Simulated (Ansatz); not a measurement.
# A hypothetical structure for TbIn2Sn2, part 2 of 2

This structure for TbIn2Sn2 is made up. Its elements were placed in a known structure type with a cell scaled to their sizes. What cell does the guess relax to, and how far off was it?

Ansatz 0.2.0; DFT, PBE, plane-wave PAW, default files, scalar-relativistic, ferromagnetic start, cell and ions relaxed at zero pressure (the session's first sound run).

So far: The structure; Relaxation of the guess. The relaxed cell has a = 4.917, c = 7.181 Å (conventional setting).

In doubt: a part-filled 4f shell, where there is one, can sit in one of many states, so energies may not be the lowest and differences between runs may mislead; derivatives with an open 4f shell can jump between states, which bears on forces and vibrations.

## (3) Electronic structure of the relaxed cell

A second self-consistent run takes a narrower smearing and the mesh shown in its input; the bands follow along the standard path of the relaxed lattice.

This step: DFT, PBE, plane-wave PAW, default files, scalar-relativistic, ferromagnetic start, bands and density of states at the relaxed cell (Ansatz 0.2.0).

input.yaml reads:

```yaml
crystal:
  lattice:
    - [4.9171179235, 0.0, 0.0]
    - [-2.4585589618, 4.2583490352, 0.0]
    - [0.0, 0.0, 7.1813103046]
  atoms:
    - { symbol: Tb, position: [0.0, 0.0, 0.0], spin: 5.7 }
    - { symbol: Sn, position: [0.6666666667, 0.3333333333, 0.7734928846] }
    - { symbol: Sn, position: [0.3333333333, 0.6666666667, 0.2265071154] }
    - { symbol: In, position: [0.6666666667, 0.3333333333, 0.3498921401] }
    - { symbol: In, position: [0.3333333333, 0.6666666667, 0.6501078599] }
magnetization:
  spin_polarized: true
kpoints:
  mp_grid: { grid: [8, 8, 4] }
  band_path:
    path:
      - [[0.0, 0.0, 0.0], [0.5, 0.0, 0.0], [0.33333333, 0.33333333, 0.0], [0.0, 0.0, 0.0], [0.0, 0.0, 0.5], [0.5, 0.0, 0.5], [0.33333333, 0.33333333, 0.5], [0.0, 0.0, 0.5]]
      - [[0.5, 0.0, 0.5], [0.5, 0.0, 0.0]]
      - [[0.33333333, 0.33333333, 0.0], [0.33333333, 0.33333333, 0.5]]
    npoints: 8
scf:
  occupations: { method: fermi_dirac, width: 0.03 }
  n_extra_bands: 12
hamiltonian:
  xc: pbe
  pseudopotentials: { kind: paw }
output:
  forces: true
  stress: true
  write_bands: true
  dos: { projected: true }
  write_density: true
  write_potential: true
  elf: true
  volumetric_format: npy
```

Started as:

```console
> ansatz run input.yaml --threads 4 --pin off --max-ram 10240MiB --backend cpu --events-out ev --progress --plain --runs-dir out
```

Numbers of over 12 decimals in the logs are rounded to 6 here.

Log:

```text
Warning: where this run starts from atoms, the 4f shell of Tb (site 0, from 0) starts with a moment of 5.55 μB, by Hund's first rule and in the place of the 5.70 μB that the deck gives it, the electrons of either spin spread evenly over its orbitals. The first iterations hold it so, then one of them chooses the order of the orbitals in the run's own bands; that SCF has its whole band count from the start. To start from spheres of the given moment, with no order chosen, type scf.initial_density.shell_occupations: []
Tb: projections on atomic orbitals take those of the free atom [Kr 4d10] 4f9 5s2 5p6 5d0 6s2, of charge +0.00 (hamiltonian.pseudopotentials.projection_atoms); the dataset's partial waves leave at most 4.5e-4 of an orbital's norm unspanned inside its sphere
[...]
Crystal: 5 atoms, lattice volume = 150.368 Å³
Basis set: ecut = 420 eV, 2971 PW (Γ), exchange–correlation on 72×72×100 points (8 copies of the dense FFT grid, shifted against one another)
Bands: 49, of which v1, the nominal top of the filled ones, is band 37 counted from 1 (36 counted from 0)
Symmetry: 12 space group operations
[...]
k-points: 35 of 256
[...]
SCF iter   1: F=—  HF=-33189.711482 eV  |F-HF|=—  |Δ(HF+E_count)|=         —  Δρ=1.49e-2 (↑9.42e-3 ↓1.49e-2)  dr2=6.80e-1  dr2_m=7.30e-2  M=5.652 μB ∫|m|=5.758 μB  β_m=0.30  ethr=3.10e-3  ⟨swp⟩=6.5  Hψ=13465  notcnv=0  defer=6
[...]
SCF iter   5: F=—  HF=-33188.806131 eV  |F-HF|=—  |Δ(HF+E_count)|=         —  Δρ=9.86e-3 (↑5.05e-4 ↓9.86e-3)  dr2=2.85e-2  dr2_m=3.36e-2  M=5.770 μB ∫|m|=5.892 μB  β_m=0.61  ethr=1.35e-5  ⟨swp⟩=2.1  Hψ=4768  notcnv=0  defer=174
[...]
iteration 5: the lowest order of the open f orbitals that was found in this iteration's bands is taken; the next order that was found lies 20 meV over it there
SCF iter   6: F=—  HF=-33188.993077 eV  |F-HF|=—  |Δ(HF+E_count)|=         —  Δρ=1.16e-2 (↑6.39e-4 ↓1.16e-2)  dr2=1.91e-1  dr2_m=4.83e-2  M=5.631 μB ∫|m|=5.759 μB  β_m=0.61  ethr=1.35e-5  ⟨swp⟩=2.8  Hψ=6884  notcnv=0  defer=178
[...]
SCF iter  17: F=-33189.037627 eV  HF=-33189.037627 eV  |F-HF|=4.78e-8  |Δ(HF+E_count)|=   1.38e-8  Δρ=5.84e-6 (↑3.80e-7 ↓5.84e-6)  dr2=5.26e-8  dr2_m=1.26e-8  M=5.768 μB ∫|m|=5.902 μB  ethr=2.28e-11  ⟨swp⟩=13.8  Hψ=24255  notcnv=0
SCF 1 converged in 17 iterations: F = -33189.037627 eV  dr2 = 5.26e-8
[...]
NSCF: frozen V_eff on 75 k-points
SCF converged after 17 iterations
Magnetization: 5.7677 μB (39.3839 up, 33.6161 down)
Absolute magnetization: 5.9042 μB (∫|ρ↑−ρ↓|, with the PAW one-centre terms)
[...]
Per-site moments (μB) at R_I (Å): [(5.714188, 1.349653), (-0.013956, 1.226760), (-0.013956, 1.226760), (-0.000266542, 1.226760), (-0.000266542, 1.226760)]
Free energy (F): -33189.037627 eV
[...]
Internal energy: -33189.018326 eV  (E = F + TS)
E sigma→0 (E₀):  -33189.027977 eV
Entropy (-TS):   -0.019301 eV (-3.860 meV/atom)
Fermi energy:    9.909408 eV
[...]
--- Forces (eV/Å), atoms counted from 1 ---
  atom   1  Tb    -0.00000000     0.00000000     0.00000000
  atom   2  Sn     0.00000000     0.00000000    -0.00023238
  atom   3  Sn    -0.00000000    -0.00000000     0.00023238
  atom   4  In     0.00000000     0.00000000     0.00385317
  atom   5  In    -0.00000000     0.00000000    -0.00385317
  max |Σ_I F_I| component: 3.47e-18 eV/Å
--- Stress (GPa, compression-positive) ---
        0.074191       0.000000      -0.000000
        0.000000       0.074191      -0.000000
       -0.000000      -0.000000      -0.145482
  P = ⅓ Tr σ = 0.0010 GPa (0.010 kbar)
--- Band table (eV; the first three rows and the last of 70) ---
  k-point 0 ↑: bands = [... 33 lower, 6.8127, 7.8553, 8.0266, 8.0266, 10.3019, 10.3640, 10.3640, 10.6067, ... 8 higher]
  k-point 1 ↑: bands = [... 33 lower, 6.8147, 7.9331, 8.1895, 8.1895, 9.2550, 9.7178, 9.7178, 10.5656, ... 8 higher]
  k-point 2 ↑: bands = [... 33 lower, 7.0238, 7.9107, 8.2935, 8.4650, 8.4650, 9.1900, 9.1900, 10.0831, ... 8 higher]
  k-point 34 ↓: bands = [... 33 lower, 9.9440, 10.1051, 10.1061, 10.4474, 10.4778, 10.6319, 10.9063, 10.9356, ... 8 higher]
```

The job ended after 20 s (4 threads of Intel Xeon Platinum 8488C (Sapphire Rapids), shared host; peak memory 0.92 GiB; 75 s of CPU time).

In the SCF lines HF is the Harris–Foulkes energy and dr2 the Hartree energy of the density residual, in eV; the loop may stop once dr2 is under the threshold and the program's other checks hold. Hψ counts applications of the Hamiltonian.

This step gave:

```
free energy             : -33189.0376 eV
energy at zero smearing : -33189.0280 eV
smearing term TS        : 0.01930 eV
Fermi energy            : 9.909 eV
magnetization           : 5.768 μB
absolute magnetization  : 5.904 μB
site moments            : 5.714, -0.01396, -0.01396, -2.67e-4, -2.67e-4 μB
pressure                : 9.67e-4 GPa
```

bands.tsv at the labelled points (eV, zero at the Fermi level; the bands that come nearest the Fermi level along the path):

```
point  band_37_up  band_38_up  band_39_up  band_40_up  band_32_dn  band_33_dn  band_34_dn  band_35_dn
    Γ        0.39        0.45        0.45        0.70       -0.17       -0.09        0.40        0.65
    M       -2.26       -1.53       -1.08        1.76       -0.91       -0.24        0.03        0.21
    K       -2.41       -1.66        0.90        1.42       -0.24        0.05        0.20        0.20
    Γ        0.39        0.45        0.45        0.70       -0.17       -0.09        0.40        0.65
    A       -1.44       -0.72       -0.72        0.17       -0.90       -0.43        0.06        0.36
    L       -1.22       -0.23       -0.04       -0.02       -0.24       -0.03        0.13        0.20
    H       -1.08       -1.08        0.75        0.75       -0.24        0.03        0.20        0.20
    A       -1.44       -0.72       -0.72        0.17       -0.90       -0.43        0.06        0.36
    L       -1.22       -0.23       -0.04       -0.02       -0.24       -0.03        0.13        0.20
    M       -2.26       -1.53       -1.08        1.76       -0.91       -0.24        0.03        0.21
    K       -2.41       -1.66        0.90        1.42       -0.24        0.05        0.20        0.20
    H       -1.08       -1.08        0.75        0.75       -0.24        0.03        0.20        0.20
```

Spin density in the ac plane at fractional y = 0.333, with atoms of Sn and In within 0.2 Å of it.

Values in units of 1e-3 e/Å³, 20 rows by 14 columns, each cell a mean:
```
 4.4  4.0  2.5  3.7  4.5  2.6  0.3 -1.7 -3.4 -4.1 -3.6 -2.1 -0.2  2.1
 3.4  3.4  2.7  3.3  3.5  1.9 -0.5 -3.0 -4.9 -5.5 -5.1 -3.5 -1.0  1.4
 2.8  3.5  3.6  3.6  3.0  1.4 -0.9 -3.0 -3.2 -2.2 -2.9 -3.2 -1.4  1.0
 2.1  2.9  3.2  3.0  2.3  0.9 -0.8 -1.8 -0.1  1.3  0.3 -1.5 -1.2  0.6
 1.1  1.9  2.2  2.0  1.3  0.3 -0.8 -0.8  0.6  1.8  1.0 -0.5 -0.9  0.0
 0.2  0.8  1.1  0.9  0.3 -0.5 -1.1 -0.9 -0.2 -0.2 -0.2 -0.7 -1.1 -0.7
-0.3  0.3  0.5  0.4 -0.1 -0.8 -1.3 -1.3 -0.8 -0.6 -0.7 -1.2 -1.3 -1.0
-0.3  0.2  0.4  0.2 -0.2 -0.7 -1.0 -0.9 -0.7 -0.5 -0.6 -0.9 -1.0 -0.8
-0.1  0.2  0.3  0.2 -0.1 -0.3 -0.3  0.0  0.4  0.7  0.5  0.1 -0.3 -0.4
 0.0  0.1  0.2  0.1  0.0  0.0  0.3  1.0  1.7  2.1  1.9  1.2  0.4  0.0
-0.1 -0.1  0.0 -0.1 -0.1  0.0  0.6  1.6  2.0  1.9  2.0  1.8  0.8  0.1
-0.3 -0.2 -0.2 -0.2 -0.3 -0.2  0.4  1.2  0.7 -0.2  0.4  1.2  0.6 -0.1
-0.4 -0.1  0.0 -0.1 -0.3 -0.5 -0.2  0.5  0.0 -0.8 -0.3  0.5  0.0 -0.5
-0.1  0.4  0.7  0.5  0.0 -0.5 -0.7 -0.3 -0.1 -0.6 -0.2 -0.2 -0.7 -0.6
 0.7  1.5  1.9  1.6  0.9 -0.1 -0.8 -1.2 -1.2 -1.1 -1.2 -1.2 -0.9 -0.3
 1.7  2.8  3.3  2.9  1.9  0.7 -0.3 -1.1 -1.8 -2.0 -1.8 -1.3 -0.5  0.5
 2.5  3.7  4.2  3.9  2.8  1.4  0.3 -0.5 -1.0 -1.3 -1.1 -0.6  0.1  1.1
 3.2  4.4  4.7  4.5  3.4  1.9  0.7  0.0 -0.6 -0.8 -0.6 -0.2  0.5  1.6
 4.1  5.2  5.3  5.3  4.3  2.4  0.9  0.0 -0.6 -0.9 -0.7 -0.2  0.7  2.0
 4.9  5.6  4.8  5.5  5.1  2.8  0.9 -0.5 -1.5 -1.9 -1.6 -0.8  0.6  2.4
```
Columns run along a (4.9 Å), rows up along c (7.2 Å). Atoms in or near the plane, at fractional coordinates: Sn at (0.67, 0.77), In at (0.67, 0.35).

Electrostatic potential energy in the ac plane at fractional y = 0.333, with atoms of Sn and In within 0.2 Å of it. With pseudopotentials it is smooth inside the atoms' cores, unlike the true potential.

Ten even steps from '_' (-30 eV) to '@' (13 eV), each cell a mean:
```
@@%%%%%%@@@@@@@@@@%%@@@@@@@@
@@@@@@@@@@@@@@%%******##@@@@
@@@@@@@@@@@@%%****##**++##@@
@@@@@@@@@@@@##++@@@@@@****@@
@@@@@@@@@@@@##**@@@@@@****%%
@@@@@@@@@@@@##++##@@%%++##@@
@@@@@@@@@@@@%%##++++++**%%@@
@@@@@@@@@@@@@@%%%%####%%@@@@
@@@@@@@@@@@@@@@@@@%%@@@@@@@@
@@@@@@@@@@@@@@@@%%%%%%%%@@@@
@@@@@@@@@@@@%%##==::--**%%@@
@@@@@@@@@@@@##==______--##@@
@@@@@@@@@@@@##::______..**@@
@@@@@@@@@@@@##--______::**@@
@@@@@@@@@@@@%%++::__..==%%@@
@@@@@@@@@@@@@@%%##****%%@@@@
@@@@@@@@@@@@@@@@@@%%@@@@@@@@
@@@@%%@@@@@@@@@@@@@@@@@@@@@@
@@%%%%%%@@@@@@@@@@@@@@@@@@@@
@@%%%%%%@@@@@@@@@@@@@@@@@@@@
```
Columns run along a (4.9 Å; values clipped at the 3rd and 97th percentile), rows up along c (7.2 Å). Atoms in or near the plane, at fractional coordinates: Sn at (0.67, 0.77), In at (0.67, 0.35).

ELF in the ac plane at fractional y = 0.333, with atoms of Sn and In within 0.2 Å of it. It is the smooth field of the valence electrons, not physical close to the nuclei.

Ten even steps from '_' (0.00) to '@' (0.51), each cell a mean:
```
..........--##@@@@@@@@@@%%==
--......::**@@%%######%%@@##
**--::::++@@%%**++--==**%%@@
%%++==++##@@##++..__..==##@@
%%**++**%%@@##==______--**@@
##**++**##%%##++::..::++**%%
**++++++**####**++++++**####
++==++====++##############**
--======--==**%%%%@@@@%%**==
::------::--++**++++++**++--
--::--::::--====++==++++====
==============++::..::======
**********++====______--++++
##########**++==..__..====**
@@@@@@@@@@%%++====--==++++##
@@@@@@@@@@%%**++==++====**%%
%%@@@@@@%%##**++========++##
++******++++==----::------==
::------::::::::--------::::
............--++**##**++==::
```
Columns run along a (4.9 Å), rows up along c (7.2 Å). Atoms in or near the plane, at fractional coordinates: Sn at (0.67, 0.77), In at (0.67, 0.35).

## (4) Summary of results

```
space group, relaxed : P-3m1
conventional cell    : a = 4.917, b = 4.917, c = 7.181 Å; α = 90.0°, β = 90.0°, γ = 120.0°
volume per atom      : 30.07 Å³ (guess 29.14)
total moment         : 5.74 μB in the cell of 5 atoms
```

TbIn2Sn2 relaxes to P-3m1 with a = 4.917, b = 4.917 and c = 7.181 Å. The guessed volume was 3 % too small. The space group P-3m1 was held in the relaxation, so the end point is a stationary structure within it and may be a saddle against distortions or other arrangements. The input starts from parallel moments, and no other start was typed. The f shell may be open and has no Hubbard U, so its place in energy and the volume are uncertain. The electronic state may lie above the lowest one. Bands cross the Fermi level, so it is a metal or semimetal at this level. On the 8×8×4 mesh with the narrower smearing (relaxed on 7×7×4) the largest force component is 0.004 eV/Å and the largest stress component is 0.145 GPa, against the relaxation's thresholds of 0.015 eV/Å and 0.05 GPa. The cutoff wasn't tested. Spin-orbit coupling is left out, which can matter for elements this heavy. No dispersion term is used, so weakly bound directions may come out too long. Nothing here tests whether the compound is stable against decomposition.

[Logs are printed without paths, hosts, clocks, repeated set-up lines and the standing remarks that a program may print on its own settings, such as how far it seeks lower states.]

[Hosts, paths, dates, database ids (printed as entryN), source tags and the programs' standing remarks are cut or masked in the printed files.]
